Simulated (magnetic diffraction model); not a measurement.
# Moment size from magnetic intensity in TbP2W2

Space group I4/mmm (no. 139), a = 4.2870 Å, c = 10.3300 Å.

```
site  atom  x    y       z
  4d     W  0  1/2     1/4
  2a    Tb  0    0       0
  4e     P  0    0  0.3686
```

The compound is invented for this exercise: a known structure type with other elements, its cell scaled to their sizes and not relaxed.

Only Tb is taken to order (form factors of Tb3+); orders and moment sizes are assumed, and not adapted to the symmetry. Radiation: neutrons of λ = 2.41 Å, 5° to 100°; isotropic B of 0.2 Å² (W), 0.2 Å² (Tb) and 0.26 Å² (P). The intensities are simulated: I ∝ L Σ (|F_N|² + |F_M⊥|²) for unpolarised neutrons, with F_M = 2.695 fm/μB × Σ f(s) S exp(2πi Q·r) exp(−B s²) at Q = H ± k (one set where k and −k are equivalent), only the part normal to Q counting and L = 1/(sin²θ cos θ). For collinear order S is the moment m, which repeats by lattice and centring translations R with the sign exp(−2πi k·R). Form factors are spin-only for 3d ions and dipole or tabulated for f ions, scattering lengths are Sears's of 1992, and absorption is left out. A label names one of the reflections at its angle. The strongest nuclear line in the range is 100, and lines under 0.2 are left out.

In a first state the assumed order is k = (0 0 0), collinear moments along [001], 6.8 μB on Tb, with this pattern:

```
2θ (°)    index  nuclear  magnetic
 26.98  (0 0 2)      3.4       0.0
 35.44  (1 0 1)      0.1     196.1
 46.84  (1 1 0)     15.2      62.3
 53.34  (1 0 3)     93.4      36.5
 54.89  (1 1 2)     99.1      64.9
 55.63  (0 0 4)      4.5       0.0
 68.41  (2 0 0)    100.0      26.4
 74.98  (2 0 2)      2.4      36.7
 75.61  (1 1 4)     36.3      17.8
 79.47  (2 1 1)      0.1      73.3
 80.70  (1 0 5)     36.9       6.9
 92.01  (2 1 3)     91.2      42.7
 93.87  (2 0 4)      9.3      15.9
```

**Question.** Nearer the ordering temperature the line at 35.44° has total intensity 141.8 on the same scale, and all moments have shrunk alike. How large is the Tb moment?

The nuclear part, 0.1, stays, so the magnetic part is 141.7 against 196.1. It goes as m², so m = 6.8 × √(141.7/196.1) = 5.78 μB; the value used was 5.78 μB.

[Logs are printed without paths, hosts, clocks, repeated set-up lines and the standing remarks that a program may print on its own settings, such as how far it seeks lower states.]
